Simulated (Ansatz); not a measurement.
# What KSnCl3 in Amm2, a phase reached by a soft mode distorts into, part 3 of 3

Aim: this structure of KSnCl3 in Amm2, a phase reached by a soft mode is to be tested for unstable modes, and one is followed downhill.

Ansatz 0.2.0; DFT PBEsol, scalar-relativistic, plane waves, PAW; PAW set soft_1.

So far. Step 5 (Energy along the mode, all amplitudes (two of the runs …): The lowest of the steps tried is at 0.32 Å, 1.85 meV/atom below the parent; the bottom of the well need not coincide with a step. Step 7 (The new phase in its own primitive cell): The largest force component left is 0.70 meV/Å and the pressure is -0.001 GPa, within the tolerances set. The cell now holds 34.81 Å³/atom.

The structure was built from a prototype and need not be the compound's stable phase.

## 8. Modes of the new phase

A relaxed structure may still be a saddle point, so its zone-centre modes are computed. The response to a homogeneous field gives the Born charges and the dielectric tensor.

File input.yaml:

```yaml
crystal:
  lattice:
    - [5.6453365791, 0.0, 0.0]
    - [0.0, 5.5289870989, 0.0]
    - [-1.2866195068, 0.0, 5.5764898294]
  atoms:
    - { symbol: K, position: [0.1053098709, 0.0, 0.8344197859] }
    - { symbol: Sn, position: [0.5040626172, 0.5, 0.5176137011] }
    - { symbol: Cl, position: [0.9696685897, 0.5, 0.5154391579] }
    - { symbol: Cl, position: [0.3843317386, 0.5, 0.0634726843] }
    - { symbol: Cl, position: [0.5282452644, 0.0, 0.5562998381] }
kpoints:
  mp_grid: { grid: [8, 8, 8] }
hamiltonian:
  xc: pbesol
  pseudopotentials: { kind: paw, azcp: { folder: soft_1 }, xc_functional: pbe }
scf:
  occupations: { method: fixed }
output:
  eigenvalues: true
phonons:
  method: dfpt
  dielectric: true
  rigid_motions: translations
```

Run with:

```console
> ansatz run input.yaml --threads 4 --pin off --max-ram 16384MiB --backend cpu --events-out ev --progress --plain --runs-dir out
```

Numbers of over 12 decimals in the logs are rounded to 6 here.

Output:

```text
[...]
Crystal: 5 atoms, lattice volume = 174.059 Å³
Basis set: ecut = 420 eV, 3403 PW (Γ), exchange–correlation on 80×80×80 points (8 copies of the dense FFT grid, shifted against one another)
Bands: 27, of which v1, the nominal top of the filled ones, is band 22 counted from 1 (21 counted from 0)
Symmetry: 2 space group operations
k-points: 260 of 512 (irreducible under 1 space group operation, time reversal used)
[...]
SCF iter   1: F=—  HF=-10656.673961 eV  |F-HF|=—  |Δ(HF+E_count)|=         —  Δρ=3.52e-2  dr2=3.69e0  ethr=3.10e-3  ⟨swp⟩=5.0  Hψ=28002  notcnv=0  defer=659
[...]
SCF iter  12: F=-10655.082026 eV  HF=-10655.082026 eV  |F-HF|=3.64e-11  |Δ(HF+E_count)|=  5.38e-10  Δρ=8.02e-8  dr2=1.56e-11  ethr=1.00e-12  ⟨swp⟩=18.1  Hψ=57090  notcnv=0
SCF 1 converged in 12 iterations: F = -10655.082026 eV  dr2 = 1.56e-11
[...]
NSCF: frozen V_eff on 2 k-points
[...]
Bands: 23, of which v1, the nominal top of the filled ones, is band 22 counted from 1 (21 counted from 0)
k-points: 432 of 1728 (time reversal used)
[...]
Eigensolver: Dense (432 Hₖ)
SCF iter   1: F=—  HF=-10655.063945 eV  |F-HF|=—  |Δ(HF+E_count)|=         —  Δρ=1.34e-4  dr2=6.07e-6  ethr=1.00e-1
[...]
SCF iter   3: F=-10655.063955 eV  HF=-10655.063955 eV  |F-HF|=1.60e-8  |Δ(HF+E_count)|=   3.05e-6  Δρ=5.03e-6  dr2=3.04e-8  ethr=3.96e-9
SCF 1 converged in 3 iterations: F = -10655.063955 eV  dr2 = 3.04e-8
[...]
SCF converged after 12 iterations
Free energy (F): -10655.082026 eV
[...]
Internal energy: -10655.082026 eV  (E = F + TS)
E sigma→0 (E₀):  -10655.082026 eV
Fermi energy:    3.115093 eV
[...]
--- Band table (eV; the first three rows and the last of 260) ---
  k-point 0: bands = [... 18 lower, -0.0207, 0.0814, 0.0957, 0.6839, 5.9994, 7.2007, 8.0585, 8.2064, ... 1 higher]
  k-point 1: bands = [... 18 lower, -0.0367, 0.0956, 0.1366, 0.6584, 6.0839, 7.0911, 8.0634, 8.0772, ... 1 higher]
  k-point 2: bands = [... 18 lower, -0.0757, 0.0952, 0.2499, 0.6670, 6.2081, 6.9525, 7.8839, 8.0966, ... 1 higher]
  k-point 259: bands = [... 18 lower, 0.2745, 0.3706, 0.6964, 3.1151, 4.5457, 4.8007, 4.9548, 7.4774, ... 1 higher]
[...]
ASR residual: 1.024e-4 → 0.000e0 eV/Å²; symmetrization residual: 1.567e-5 eV/Å²
  ASR residual per site (eV/Å²): 2.75e-5 9.92e-5 1.02e-4 7.12e-5 7.36e-5
[...]
ε∞ (high-frequency dielectric tensor):
        4.293523     0.000000    -0.098432
        0.000000     4.732207     0.000000
       -0.098432     0.000000     3.266832
  ε⁰ (static dielectric tensor: ions relaxed, cell fixed):
       18.593953    -0.000000     1.088053
       -0.000000    79.985340     0.000000
        1.088053     0.000000     8.422316
  ε⁰ − ε∞ (ionic part):
       14.300430    -0.000000     1.186486
       -0.000000    75.253133     0.000000
        1.186486     0.000000     5.155484
[...]
Born effective charges Z* (e; rows j = field, columns β = displacement):
    site 0:
         1.18527    0.00000    0.09911
         0.00000    1.31909    0.00000
         0.11100    0.00000    1.13242
    site 1:
         3.93031    0.00000   -0.22252
         0.00000    4.34645    0.00000
        -0.09472    0.00000    2.70841
    site 2:
        -3.92437    0.00000    0.03636
         0.00000   -0.64390    0.00000
        -0.11247    0.00000   -0.56170
    site 3:
        -0.54611    0.00000    0.08560
         0.00000   -0.54773    0.00000
         0.10449    0.00000   -2.77164
    site 4:
        -0.64510    0.00000    0.00145
         0.00000   -4.47391    0.00000
        -0.00829    0.00000   -0.50749
  Z* charge neutrality: 5.781e-3 e pre-enforcement
[...]
optical modes at Γ without the LO–TO term, one row a degenerate level:
      ω (cm⁻¹)  modes    IR ((D/Å)²/amu)
         44.38      1            10.2486
         51.55      1             0.1455
         55.57      1             0.1005
         65.02      1             0.4688
         70.38      1             1.5572
         71.45      1             0.4874
         76.78      1             1.0988
         98.40      1             6.3547
        100.44      1             1.0863
        113.45      1             2.1705
        123.99      1            10.3090
        217.76      1             6.0810
  optical modes at Γ + LO–TO along q̂ = [1.0000, 0.0000, 0.0000]:
      ω (cm⁻¹)  modes    IR ((D/Å)²/amu)
         44.38      1            10.2486
         51.58      1             0.1363
         55.75      1             0.0643
         66.04      1             0.2843
[...]
optical modes at Γ + LO–TO along q̂ = [0.0000, 1.0000, 0.0000]:
      ω (cm⁻¹)  modes    IR ((D/Å)²/amu)
[...]
optical modes at Γ + LO–TO along q̂ = [0.0000, 0.0000, 1.0000]:
      ω (cm⁻¹)  modes    IR ((D/Å)²/amu)
         44.38      1            10.2486
         52.80      1             0.0118
         56.27      1             0.0755
         65.41      1             0.6614
         71.45      1             0.4874
         76.78      1             1.0988
         81.77      1             0.8706
         98.40      1             6.3547
        103.47      1             0.6926
        115.49      1             4.7416
        127.05      1             7.8463
        268.32      1             7.0191
```

Run time: 13 min. Hardware: 4 threads of Arm Neoverse V1, shared host; peak memory 5.1 GiB.

This step gave:

| Item | Value |
| --- | --- |
| sum-rule residual before enforcement | 1.02e-4 eV/Å² |
| miss of the charge sum rule | 0.005781 e |
| estimated error of the dielectric tensor | 0.04478 |
| estimated error of the Born charges | 0.05634 e |
| point group | m |
| highest optical mode at the zone centre (no LO-TO term) | 217.8 cm⁻¹ |
| lowest optical zone-centre mode | 44.38 cm⁻¹ |
| mean high-frequency dielectric constant | 4.098 |
| largest Born charge (third of the trace) | 3.662 e |
| mean static dielectric constant | 35.67 |
| top of the zone-centre spectrum with the field | 268.3 cm⁻¹ |

Without the LO-TO term. Patterns of degenerate modes are one choice out of their space. Modes at Γ, with each element's share of the kinetic energy:

```csv
mode,frequency (cm⁻¹),symmetry,K %,Sn %,Cl %
1,0.0,acoustic,15,45,40
2,0.0,acoustic,15,45,40
3,0.0,acoustic,15,45,40
4,44.4,A'',7,0,93
5,51.5,A',10,5,85
6,55.6,A',19,13,68
7,65.0,A',27,16,58
8,70.4,A',71,2,27
9,71.5,A'',5,3,92
10,76.8,A'',62,27,11
11,98.4,A'',12,25,64
12,100.4,A',9,24,67
13,113.5,A',34,5,61
14,124.0,A',1,24,75
15,217.8,A',0,22,78
```

Displacements in mode 4 (44.4 cm⁻¹), the largest set to 1:
```
K1   0.00 -0.29  0.00
Sn2  0.00 -0.05  0.00
Cl3  0.00  0.07  0.00
Cl4  0.00 -0.59  0.00
Cl5  0.00  1.00  0.00
```

Displacements in mode 8 (70.4 cm⁻¹), the largest set to 1:
```
K1   0.62  0.00  1.00
Sn2 -0.04  0.00 -0.10
Cl3 -0.18  0.00 -0.36
Cl4 -0.55  0.00 -0.13
Cl5  0.17  0.00 -0.28
```

High-frequency dielectric tensor, which the program warns is not settled by the k meshes in reach. Tensor:

```csv
,x,y,z
x,4.293,0,-0.098
y,0,4.732,0
z,-0.098,0,3.267
```

Static dielectric tensor, which the program warns is not settled by the k meshes in reach. Tensor:

```csv
,x,y,z
x,18.59,0,1.088
y,0,79.98,0
z,1.088,0,8.422
```

Optical modes at the zone centre, without and with the macroscopic field of the longitudinal modes; each column is sorted by frequency, so a row need not hold one and the same mode. Modes with and without the field, by row:

```csv
rank among optical modes,no field (cm⁻¹),"q along (1, 0, 0) (cm⁻¹)","q along (0, 1, 0) (cm⁻¹)","q along (0, 0, 1) (cm⁻¹)"
1,44.4,44.4,51.5,44.4
2,51.5,51.6,55.6,52.8
3,55.6,55.8,65,56.3
4,65,66,68.5,65.4
5,70.4,71.5,70.4,71.5
6,71.5,74,73.8,76.8
7,76.8,76.8,85.1,81.8
8,98.4,98.4,100.4,98.4
9,100.4,101.9,113.5,103.5
10,113.5,115.3,124,115.5
11,124,213.8,217.8,127
12,217.8,237.9,228.8,268.3
```

Born charge (rows field, columns displacement) (e), principal values of the symmetric part by kind of site:

```csv
atom,atoms with these values,low,middle,high,mean
K1,1,1.05,1.27,1.32,1.21
Sn2,1,2.69,3.95,4.35,3.66
Cl3,1,-3.92,-0.64,-0.56,-1.71
Cl4,1,-2.78,-0.55,-0.54,-1.29
Cl5,1,-4.47,-0.65,-0.51,-1.88
```

In full for Cl3:

```
-3.92  0.00  0.04
 0.00 -0.64  0.00
-0.11  0.00 -0.56
```

Transverse modes. Lines of the infrared spectrum (strongest = 100):

```csv
position (cm⁻¹),relative intensity
44,99
52,1.4
56,1.0
65,4.5
70,15
72,4.7
77,11
98,62
100,11
114,21
124,100
218,59
```

Before it was imposed, the acoustic sum rule was missed by 1.0e-4 eV/Å² and the charge sum rule by 0.0058 e. Small misses are needed for a sound result but don't prove that mesh and cutoff are converged. The lowest optical mode is real, 44.4 cm⁻¹.

The log warns of the k mesh: “the force constants stand on the 8×8×8 k-mesh, whose period is 11.47 times the interband length at k = (-0.5000, -0.5000, -0.5000), direct gap 1.431 eV, under 14: take them and everything formed from them as unconverged”.

## 9. The phases reached

The phases reached along the modes that were followed are set side by side.

Energies are those of the first relaxation, on the mesh of the frozen mode; space group, volume and gap are those of the last relaxation. Phases, by row:

```csv
mode frozen in,space group,energy from parent (meV/atom),volume (Å³/atom),gap on mesh (eV),lowest zone-centre optical mode (cm⁻¹),largest shift (Å)
parent,Amm2,0,34.92,1.188,–,–
"q = (0, 0, 0), 34i cm⁻¹",Pm,-2.68,34.81,1.431,44.4,0.328
```

## 10. What came out

```json
{
  "unstable mode of the parent": "q = (0, 0, 0), 34i cm⁻¹",
  "depth at the lowest point sampled": "1.85 meV/atom",
  "largest atomic shift at that point": "0.32 Å",
  "space group reached (within 0.01 Å)": "Pm",
  "energy gained over the parent (first relaxation, on the mesh of the frozen mode)": "2.68 meV/atom",
  "volume per atom, phase reached": "34.8 Å³",
  "gap on the k-mesh, phase reached": "1.43 eV",
  "lowest optical zone-centre mode, phase reached": "44.4 cm⁻¹",
  "highest optical mode at the zone centre (no LO-TO term), phase reached": "218 cm⁻¹"
}
```

**Reading.** Along this mode the structure falls into Pm, 2.68 meV/atom below the parent. At the parent's cell the well is 1.855 meV/atom deep on the steps tried, with its lowest point at a shift of 0.32 Å. Relaxing atoms and cell changes the gain by +0.82 meV/atom against the lowest step (energies at zero smearing). The new phase has no imaginary mode at the zone centre of its cell; other wavevectors were not checked. Each path keeps the symmetry of its pattern, so a lower phase may lie along a pattern not tried. With the field response the log warns that the k mesh is coarse for the force constants too, so the frequencies may not be converged. In at least one run the field response is not settled by the k meshes in reach, so its dielectric tensor, Born charges and longitudinal modes are rough. Spin-orbit coupling is left out, which can matter for the heavy elements here. The PAW files were made for PBE and serve the other functionals too. The starting cell was built on a prototype and not taken from a measurement, so the phase need not exist.

[Logs are printed without paths, hosts, clocks, repeated set-up lines and the standing remarks that a program may print on its own settings, such as how far it seeks lower states.]

[Hosts, paths, dates, database ids (printed as entryN), source tags and the programs' standing remarks are cut or masked in the printed files.]
